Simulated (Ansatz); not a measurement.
# GaSi2P (zincblende [110] superlattice): converging the G0W0 gap

Aim: see how the G0W0 gap of GaSi2P (zincblende [110] superlattice) on PBEsol moves with empty bands and screening cutoff, and what each rung costs.

Program: Ansatz 0.2.0. Level of theory: G0W0 on PBEsol, plane waves, PAW; PAW set soft_1. Results are calculated unless marked as measured.

### 1. The structure

The cell holds 12 atoms: 3 Ga, 3 P and 6 Si. Its edges and angles: a = 3.843 Å, b = 5.429 Å, c = 11.551 Å, α = 90.0°, β = 90.0°, γ = 90.0°. It derives from GaP. Regions: GaP, 6 atoms (3 Ga and 3 P); Si, 6 atoms (6 Si). The structure's axis is c.

The structure was relaxed with PBEsol. The runs that relaxed it are not among those shown.

### 2. 118 empty bands, screening to 36 eV

G0W0 replaces the xc potential by the self-energy, built once from these orbitals. Only a window of levels is corrected, while the sums run over the empty bands that the input names. This step takes PAW set soft_1 files.

Input file input.yaml:

```yaml
crystal:
  lattice:
    - [3.843404156, 0.0, 0.0]
    - [0.0, 5.4290093868, -5.64569e-05]
    - [0.0, -0.0001197637, 11.5507987848]
  atoms:
    - { symbol: Ga, position: [0.0, 0.0084371012, 0.0803806764] }
    - { symbol: P, position: [0.5, 0.2643226924, 0.0840269086] }
    - { symbol: Ga, position: [0.5, 0.5239220141, 0.2507303519] }
    - { symbol: P, position: [0.0, 0.7735290135, 0.2507058409] }
    - { symbol: Ga, position: [0.0, 0.0084593226, 0.4210271962] }
    - { symbol: P, position: [0.5, 0.26432075, 0.41742573] }
    - { symbol: Si, position: [0.5, 0.4884272085, 0.5851695215] }
    - { symbol: Si, position: [0.0, 0.7368720631, 0.5835029202] }
    - { symbol: Si, position: [0.0, -0.0219224777, 0.7507067365] }
    - { symbol: Si, position: [0.5, 0.2283423147, 0.7507281947] }
    - { symbol: Si, position: [0.5, 0.4884205659, 0.9162917447] }
    - { symbol: Si, position: [0.0, 0.7368694318, 0.9179016077] }
kpoints:
  mp_grid: { grid: [4, 4, 2] }
hamiltonian:
  xc: pbesol
  pseudopotentials: { kind: paw, azcp: { folder: soft_1 }, xc_functional: pbe }
scf:
  occupations: { method: fixed }
gw:
  n_empty_bands: 118
  ecut_chi: 36
  qp_bands: [v4, c4]
  qp_kpoints: band_edges
  screening: { model: contour_deformation }
```

Started as:

```
ansatz run input.yaml --threads 4 --pin off --max-ram 17510MiB --backend cpu --events-out ev --progress --plain --runs-dir out
```

Numbers of over 12 decimals in the logs are rounded to 6 here.

The program printed:

```text
Engine: ansatz 0.2.0, aarch64-unknown-linux-gnu
Pseudopotentials: kind: paw
Pseudopotential: Ga, paw, valence charge 13, recommended cutoff 420 eV (normal), soft_1/Ga.paw.azcp
Pseudopotential: P, paw, valence charge 5, recommended cutoff 420 eV (normal), soft_1/P.paw.azcp
Pseudopotential: Si, paw, valence charge 4, recommended cutoff 420 eV (normal), soft_1/Si.paw.azcp
Functional definition: PBEsol
  exchange = pbesol_x
  correlation = pbesol_c
Crystal: 12 atoms, lattice volume = 241.018 Å³
Basis set: ecut = 420 eV, 4705 PW (Γ)
Bands: 51, of which v1, the nominal top of the filled ones, is band 39 counted from 1 (38 counted from 0)
Symmetry: 2 space group operations
Space group: Pm (ITA 6), of the structure as read, at distance tolerance 6.2e-5 Å
k-points: 18 of 32 (time reversal used)
Non-local potential: Ga, projectors of the file, l = 0: 2, l = 1: 2, l = 2: 3, l = 3: 1
Non-local potential: P, projectors of the file, l = 0: 2, l = 1: 2, l = 2: 1
Non-local potential: Si, projectors of the file, l = 0: 2, l = 1: 2, l = 2: 1
PAW form: soft (Blöchl's): semilocal exchange-correlation on the pseudo side does not see the compensation charge
PAW frozen core: Ga, regenerated for the run's functional, and the local potential with it (the file was generated under x = pbe(κ = 0.804, μ = 0.219515), c = pbe(β = 0.066725))
PAW frozen core: P, regenerated for the run's functional, and the local potential with it (the file was generated under x = pbe(κ = 0.804, μ = 0.219515), c = pbe(β = 0.066725))
PAW frozen core: Si, regenerated for the run's functional, and the local potential with it (the file was generated under x = pbe(κ = 0.804, μ = 0.219515), c = pbe(β = 0.066725))
PAW one-centre angular grid: Ga, 590 points (default); XC on 64 Gauss nodes
PAW one-centre angular grid: P, 110 points (default); XC on 64 Gauss nodes
PAW one-centre angular grid: Si, 110 points (default); XC on 64 Gauss nodes
Initial density: superposition of atomic densities (chi_scale 0.1, normalization cell, long waves kept (reshape's long-wave potential 0.26 eV rms))
Initial wavefunctions: pseudopotential atomic-orbital guess
Functional: x = pbesol(κ = 0.804, μ = 0.123457), c = pbesol(β = 0.046)
SCF iter   1: F=—  HF=-17182.116801 eV  |F-HF|=—  |Δ(HF+E_count)|=         —  Δρ=4.57e-2  dr2=5.92e0  ethr=3.10e-3  ⟨swp⟩=6.1  Hψ=3572  notcnv=0  defer=165
preconditioner: auto → Resta (q_TF=auto, 2.261 Å⁻¹)  ε∞=4.3  [insulator: Δε(μ)=0.775 eV  Ē_g=11.675 eV  n_scr=44 (ndim 8)  ℏωp=21.1 eV  f_vac=0.000  ε∞_Penn≈4.3]
SCF iter   2: F=—  HF=-17181.023205 eV  |F-HF|=—  |Δ(HF+E_count)|=    1.09e0  Δρ=2.63e-2  dr2=1.42e0  ethr=3.10e-3  ⟨swp⟩=3.3  Hψ=1459  notcnv=0  defer=162
SCF iter   3: F=—  HF=-17180.720383 eV  |F-HF|=—  |Δ(HF+E_count)|=   3.03e-1  Δρ=5.92e-3  dr2=1.65e-1  ethr=1.81e-3  ⟨swp⟩=2.2  Hψ=1547  notcnv=0  defer=174
SCF iter   4: F=—  HF=-17180.668868 eV  |F-HF|=—  |Δ(HF+E_count)|=   5.15e-2  Δρ=2.17e-3  dr2=1.39e-2  ethr=2.11e-4  ⟨swp⟩=3.2  Hψ=1600  notcnv=0  defer=180
SCF iter   5: F=—  HF=-17180.665530 eV  |F-HF|=—  |Δ(HF+E_count)|=   3.34e-3  Δρ=9.85e-4  dr2=2.32e-3  ethr=1.78e-5  ⟨swp⟩=2.4  Hψ=1717  notcnv=0  defer=179
SCF iter   6: F=—  HF=-17180.667323 eV  |F-HF|=—  |Δ(HF+E_count)|=   1.79e-3  Δρ=2.55e-4  dr2=2.35e-4  ethr=2.98e-6  ⟨swp⟩=3.0  Hψ=1556  notcnv=0  defer=180
SCF iter   7: F=—  HF=-17180.667468 eV  |F-HF|=—  |Δ(HF+E_count)|=   1.46e-4  Δρ=4.19e-5  dr2=4.90e-6  ethr=3.01e-7  ⟨swp⟩=2.0  Hψ=1446  notcnv=0  defer=178
SCF iter   8: F=—  HF=-17180.667473 eV  |F-HF|=—  |Δ(HF+E_count)|=   4.85e-6  Δρ=2.70e-5  dr2=1.12e-6  ethr=6.28e-9  ⟨swp⟩=2.5  Hψ=1593  notcnv=0  defer=178
SCF iter   9: F=—  HF=-17180.667473 eV  |F-HF|=—  |Δ(HF+E_count)|=   5.25e-7  Δρ=8.05e-6  dr2=1.18e-7  ethr=1.43e-9  ⟨swp⟩=2.0  Hψ=1519  notcnv=0  defer=178
SCF iter  10: F=-17180.667473 eV  HF=-17180.667473 eV  |F-HF|=3.69e-9  |Δ(HF+E_count)|=   1.86e-7  Δρ=2.11e-6  dr2=1.67e-8  ethr=1.28e-10  ⟨swp⟩=16.4  Hψ=5218  notcnv=0
SCF 1 converged in 10 iterations: F = -17180.667473 eV  dr2 = 1.67e-8
  greatest PAW one-centre occupation: 0.994 electrons in one spin orbital (limit 2), on the Ga atom at site 2 (counted from 0), in its partial waves of l = 2
NSCF: frozen V_eff on 18 k-points
G₀W₀ screening: q 1/18
[... further progress lines ...]
SCF converged after 10 iterations
Free energy (F): -17180.667473 eV
Harris-Foulkes:  -17180.667473 eV  (|F-HF|=3.69e-9)
Internal energy: -17180.667473 eV  (E = F + TS)
E sigma→0 (E₀):  -17180.667473 eV
Fermi energy:    6.733945 eV
--- Per-component energies (eV) ---
  E_band       = -167.706902
  E_kinetic    = 786.414329
  E_local      = -7234.476367  (includes V_loc(G=0)·N_el)
  E_nonlocal   = -41.312985
  E_hartree    = 4107.158862
  E_xc         = -741.040129
  E_vxc        = -638.940071  (∫ρ·V_xc dr)
  E_paw        = -10472.140495  (= ΣΔE_a)
  E_vpaw       = -1253.704692  (= ΣTr[D̂ρ^β])
  E_aug_tail   = -0.000382  (compensation charges beyond the density's cutoff)
  E_ewald      = -3588.186898
  E_core_change = 2.916590  (= ΣΔE_core)
  E_smearing   = -0.000000  (= −TS)
  E_closure    = 0.000000  (closes the sum)
  Σ components = -17180.667473   (vs F -17180.667473, Δ=0.00e0)
--- Band table (eV; the first three rows and the last of 18) ---
  k-point 0: bands = [... 35 lower, 6.1459, 6.6900, 6.7234, 6.7339, 7.4819, 7.6698, 8.4631, 8.6604, ... 8 higher]
  k-point 1: bands = [... 35 lower, 5.8000, 6.1029, 6.4466, 6.6650, 7.6553, 8.1076, 9.1206, 9.1960, ... 8 higher]
  k-point 2: bands = [... 35 lower, 5.6403, 5.9237, 6.0778, 6.2091, 7.4904, 8.2915, 8.4733, 8.4770, ... 8 higher]
  k-point 17: bands = [... 35 lower, 4.8377, 5.0177, 5.1339, 5.3454, 9.0032, 9.0697, 9.4066, 9.6456, ... 8 higher]
--- G₀W₀: contour deformation, 6 samples at zero and on the imaginary axis and 1 off it, 32 q-points, 118 empty bands' worth ---
  eigenvalues of the whole cell's RPA ε∞ on this k-mesh (on a slab, of 1 + 4πα/V) = 13.2273, 14.3530, 16.4766; static W/v taken at q = 0 is 0.066479
  gw.qp_kpoints: band_edges: 10 of 18 stored k-points solved, in 1 pass; an edge of the gap read off the rows below is read off those points alone
    valence top: of the k-points left out ik 8 came nearest to being solved in a further pass, in band 39 (counted from 1, as in the quasiparticle table): it holds the edge there only if its correction is more favourable than any solved in that band by at least 0.590 eV; those differ by 0.150 eV
    conduction bottom: of the k-points left out ik 8 came nearest to being solved in a further pass, in band 40 (counted from 1, as in the quasiparticle table): it holds the edge there only if its correction is more favourable than any solved in that band by at least 0.661 eV; those differ by 0.280 eV
  `?` marks the rows in doubt; gw_qp.tsv's column doubts and the gw_qp event give each row's grounds
    ik  band        ε_KS         Σx   Σc(E_QP)       V_xc       Z   E_QP_lin       E_QP  E_QP is
     0    36      6.1459   -15.6993     1.9860   -13.9061  0.7664     6.3382     6.3387  root
     0    37      6.6900   -15.4220     1.5182   -14.1701  0.7741     6.9556     6.9563  root
     0    38      6.7234   -15.4764     1.7609   -13.9485  0.7711     6.9559     6.9564  root
     0    39      6.7339   -15.2614     1.5456   -13.9669  0.7745     6.9845     6.9851  root
     0    40      7.4819    -6.6841    -3.3959   -10.6150  0.7836     8.0207     8.0169  root
     0    41      7.6698    -6.7071    -3.4405   -10.7310  0.7819     8.2580     8.2531  root
     0    42      8.4631    -6.5051    -3.7096   -10.8378  0.7773     9.0929     9.0862  root
     0    43      8.6604    -7.0362    -3.6873   -11.3757  0.7815     9.3200     9.3126  root
     1    36      5.8000   -15.2759     1.6622   -13.7968  0.7682     5.9829     5.9832  root
     1    37      6.1029   -14.3833     1.5245   -13.0899  0.7697     6.3334     6.3340  root
     1    38      6.4466   -16.4655     1.9381   -14.7318  0.7707     6.6506     6.6510  root
     1    39      6.6650   -15.1147     1.7522   -13.5999  0.7698     6.9018     6.9024  root
     1    40      7.6553    -6.1384    -3.5517   -10.2437  0.7794     8.2133     8.2089  root
     1    41      8.1076    -6.8104    -3.5794   -10.9738  0.7839     8.6969     8.6916  root
     1    42      9.1206    -6.8366    -3.7373   -11.2407  0.7689     9.7962     9.7874  root
     1    43      9.1960    -8.1369    -3.7484   -12.7446  0.7730    10.0667    10.0553  root
     2    36      5.6403   -16.1825     2.1562   -14.1694  0.7635     5.7831     5.7834  root
     2    37      5.9237   -15.5542     2.0490   -13.6837  0.7642     6.1017     6.1021  root
     2    38      6.0778   -15.0493     1.8927   -13.3476  0.7650     6.2684     6.2689  root
     2    39      6.2091   -14.5997     1.5796   -13.2307  0.7704     6.4192     6.4197  root
     2    40      7.4904    -6.8971    -3.3373   -10.8104  0.7826     8.0709     8.0665  root
     2    41      8.2915    -6.8004    -3.6092   -11.0503  0.7775     8.9391     8.9323  root
     2    42      8.4733    -7.8716    -3.5350   -12.1490  0.7780     9.2281     9.2157  root
     2    43      8.4770    -7.7935    -3.5148   -12.0295  0.7781     9.2084     9.1982  root
[...]
5    41      8.1629    -8.5336    -3.4178   -12.7049  0.7805     8.9263     8.9164  root ?
[...]
16    36      4.9965   -15.4373     2.1434   -13.4456  0.7592     5.1479     5.1482  root
    16    37      5.3352   -15.4833     2.0781   -13.5651  0.7610     5.4949     5.4952  root
    16    38      5.6767   -15.3824     1.9621   -13.5885  0.7649     5.8445     5.8449  root
    16    39      5.9891   -15.1763     1.8911   -13.4626  0.7666     6.1660     6.1664  root
    16    40      7.7697    -8.8855    -3.2883   -12.9501  0.7817     8.5533     8.5459  root
    16    41      8.4699    -8.8779    -3.3727   -13.1094  0.7821     9.3377     9.3287  root
    16    42      9.8058    -6.3687    -3.9244   -10.9873  0.7626    10.5109    10.5001  root
    16    43     10.0228    -7.4425    -3.9924   -12.2718  0.7596    10.8726    10.8597  root
```

Elapsed: 90 s, on 4 threads of Arm Neoverse V2, shared host; peak memory 1.3 GiB.

The column dr2 measures how far the density is from self-consistency, as an energy; F and HF (Harris–Foulkes) agree once it is small.

Numbers from this step:

```yaml
bands_summed: 157
rpa_eps_infinity_on_this_mesh_eigenvalues: 13.23, 14.35, 16.48
plane_waves_in_the_screening_matrix: 121
q_points_in_the_mesh: 32
g0w0_gap_on_the_mesh: 0.9945 eV
k_of_the_valence_top: 0, 0, 0
k_of_the_conduction_bottom: -0.5, 0, -0.5
starting_gap_on_the_mesh: 0.7480 eV
z_at_the_valence_top: 0.7745
z_at_the_conduction_bottom: 0.7866
least_direct_g0w0_gap_on_the_computed_points: 1.032 eV
```

The gap on the mesh goes from 0.75 eV to 0.99 eV, a correction of +0.25 eV. Between the two edge states, bare exchange in place of the xc potential would open the gap by 5.12 eV, and correlation takes back 4.88 eV.

### 3. 467 empty bands, screening to 90 eV

Bands and screening cutoff are moved together, since each hides the error of the other.

Changes to input.yaml since step 2:

```diff
@@ -26,4 +26,4 @@
 gw:
-  n_empty_bands: 118
-  ecut_chi: 36
+  n_empty_bands: 467
+  ecut_chi: 90.0
   qp_bands: [v4, c4]
```

The program printed:

```text
[...]
Crystal: 12 atoms, lattice volume = 241.018 Å³
Basis set: ecut = 420 eV, 4705 PW (Γ)
Bands: 51, of which v1, the nominal top of the filled ones, is band 39 counted from 1 (38 counted from 0)
[... 1 set-up line as in the run before ...]
[...]
k-points: 18 of 32 (time reversal used)
[...]
SCF iter   1: F=—  HF=-17182.116801 eV  |F-HF|=—  |Δ(HF+E_count)|=         —  Δρ=4.57e-2  dr2=5.92e0  ethr=3.10e-3  ⟨swp⟩=6.1  Hψ=3572  notcnv=0  defer=165
[...]
SCF iter  10: F=-17180.667473 eV  HF=-17180.667473 eV  |F-HF|=3.69e-9  |Δ(HF+E_count)|=   1.86e-7  Δρ=2.11e-6  dr2=1.67e-8  ethr=1.28e-10  ⟨swp⟩=16.4  Hψ=5218  notcnv=0
SCF 1 converged in 10 iterations: F = -17180.667473 eV  dr2 = 1.67e-8
[...]
NSCF: frozen V_eff on 18 k-points
G₀W₀ screening: q 1/18
[... further progress lines ...]
SCF converged after 10 iterations
Free energy (F): -17180.667473 eV
[...]
Internal energy: -17180.667473 eV  (E = F + TS)
E sigma→0 (E₀):  -17180.667473 eV
Fermi energy:    6.733945 eV
[...]
--- Band table (eV; the first three rows and the last of 18) ---
  k-point 0: bands = [... 35 lower, 6.1459, 6.6900, 6.7234, 6.7339, 7.4819, 7.6698, 8.4631, 8.6604, ... 8 higher]
  k-point 1: bands = [... 35 lower, 5.8000, 6.1029, 6.4466, 6.6650, 7.6553, 8.1076, 9.1206, 9.1960, ... 8 higher]
  k-point 2: bands = [... 35 lower, 5.6403, 5.9237, 6.0778, 6.2091, 7.4904, 8.2915, 8.4733, 8.4770, ... 8 higher]
  k-point 17: bands = [... 35 lower, 4.8377, 5.0177, 5.1339, 5.3454, 9.0032, 9.0697, 9.4066, 9.6456, ... 8 higher]
[...]
0    36      6.1459   -15.6993     1.4236   -13.9061  0.7569     5.7745     5.7763  root
     0    37      6.6900   -15.4220     0.9383   -14.1701  0.7640     6.3754     6.3764  root
     0    38      6.7234   -15.4764     1.1748   -13.9485  0.7609     6.3690     6.3703  root
     0    39      6.7339   -15.2614     0.9701   -13.9669  0.7649     6.4085     6.4095  root
     0    40      7.4819    -6.6841    -3.7497   -10.6150  0.7785     7.6634     7.6631  root
     0    41      7.6698    -6.7071    -3.8143   -10.7310  0.7766     7.8799     7.8794  root
     0    42      8.4631    -6.5051    -4.0977   -10.8378  0.7719     8.6988     8.6980  root
     0    43      8.6604    -7.0362    -4.0829   -11.3757  0.7762     8.9180     8.9170  root
[...]
16    40      7.7697    -8.8855    -3.7456   -12.9501  0.7737     8.0899     8.0887  root
    16    41      8.4699    -8.8779    -3.8755   -13.1094  0.7746     8.8275     8.8259  root
    16    42      9.8058    -6.3687    -4.3709   -10.9873  0.7560    10.0546    10.0536  root
    16    43     10.0228    -7.4425    -4.4950   -12.2718  0.7522    10.3593    10.3572  root
```

Wall time 12 min (4 threads); peak memory 4.3 GiB.

This step gave:

* bands summed: 506
* RPA ε∞ on this mesh (eigenvalues): 12.76, 13.85, 15.80
* plane waves in the screening matrix: 457
* q-points in the mesh: 32
* G0W0 gap on the mesh: 1.229 eV
* k of the valence top: 0, 0, 0
* k of the conduction bottom: -0.5, 0, -0.5
* starting gap on the mesh: 0.7480 eV
* Z at the valence top: 0.7649
* Z at the conduction bottom: 0.7819
* least direct G0W0 gap on the computed points: 1.254 eV

Against the run with 4×4×2 mesh, 118 empty bands, screening to 36 eV, PAW set soft_1 files, the gap moves by +0.23 eV.

### 4. The runs together

Times are wall times on 4 threads of Arm Neoverse V2, shared host, good to a factor of about two.

```tsv
mesh	files	frequency	bands summed	cutoff (eV)	start (eV)	G0W0 (eV)	time	host memory (GiB)
4×4×2	PAW set soft_1	contour deformation	157	36	0.748	0.995	90 s	1.3
4×4×2	PAW set soft_1	contour deformation	506	90	0.748	1.229	12 min	4.3
```

How the two edges are built up, in eV (the quasiparticle level is the starting level plus Σx plus Σc less Vxc):

```tsv
run	edge	start	Σx	Σc	Vxc	Z	QP
157 bands	valence top	6.73	-15.26	1.55	-13.97	0.77	6.99
157 bands	conduction bottom	7.48	-6.53	-3.33	-10.35	0.79	7.98
506 bands	valence top	6.73	-15.26	0.97	-13.97	0.76	6.41
506 bands	conduction bottom	7.48	-6.53	-3.67	-10.35	0.78	7.64
```

### 5. Summary of results

```yaml
157_bands_36_ev: 0.995 eV
506_bands_90_ev: 1.229 eV
estimated_limit_in_bands_and_cutoff: 1.33 eV
mesh_and_start: 4×4×2, PBEsol
```

What this shows: A line in one over the bands through the two rungs gives 1.33 eV, +0.11 eV from the top rung; with two points alone it is an unchecked estimate. The rungs stand 0.34 eV (157 bands) and 0.11 eV (506 bands) from it. From 157 to 506 bands the gap moves by +0.23 eV while the time grows 7.9-fold. Σc changes by −0.58 eV at the valence top and −0.34 eV at the conduction bottom, so the levels themselves move more than the gap between them. The 4×4×2 mesh misses a band edge: over a band path and its finer mesh (run apart) the PBEsol gap is 0.70 eV, so the G0W0 gap over the zone may lie about 0.04 eV below its value on the mesh. The 4×4×2 mesh is coarse for this cell (its supercell is 15 Å along the shortest edge). The RPA ε∞ on it, from the PBEsol start, is 12.76, 13.85 and 15.80; such meshes misread the long-range screening, most where the gap is narrow. The many-body steps are scalar-relativistic: spin-orbit coupling is not in them.

[Paths, hosts, dates, memory and timing lines, banners, echoed tables and standing remarks are left out of the program output.]

[Logs are printed without paths, hosts, clocks, repeated set-up lines and the standing remarks that a program may print on its own settings, such as how far it seeks lower states.]

[Runs of the session that timed out or met a known fault of the program may be left out.]

[Cells called generated may have been cut or substituted from an entry of the Crystallography Open Database or the Materials Project.]

[Hosts, paths, dates, database ids (printed as entryN), source tags and the programs' standing remarks are cut or masked in the printed files.]
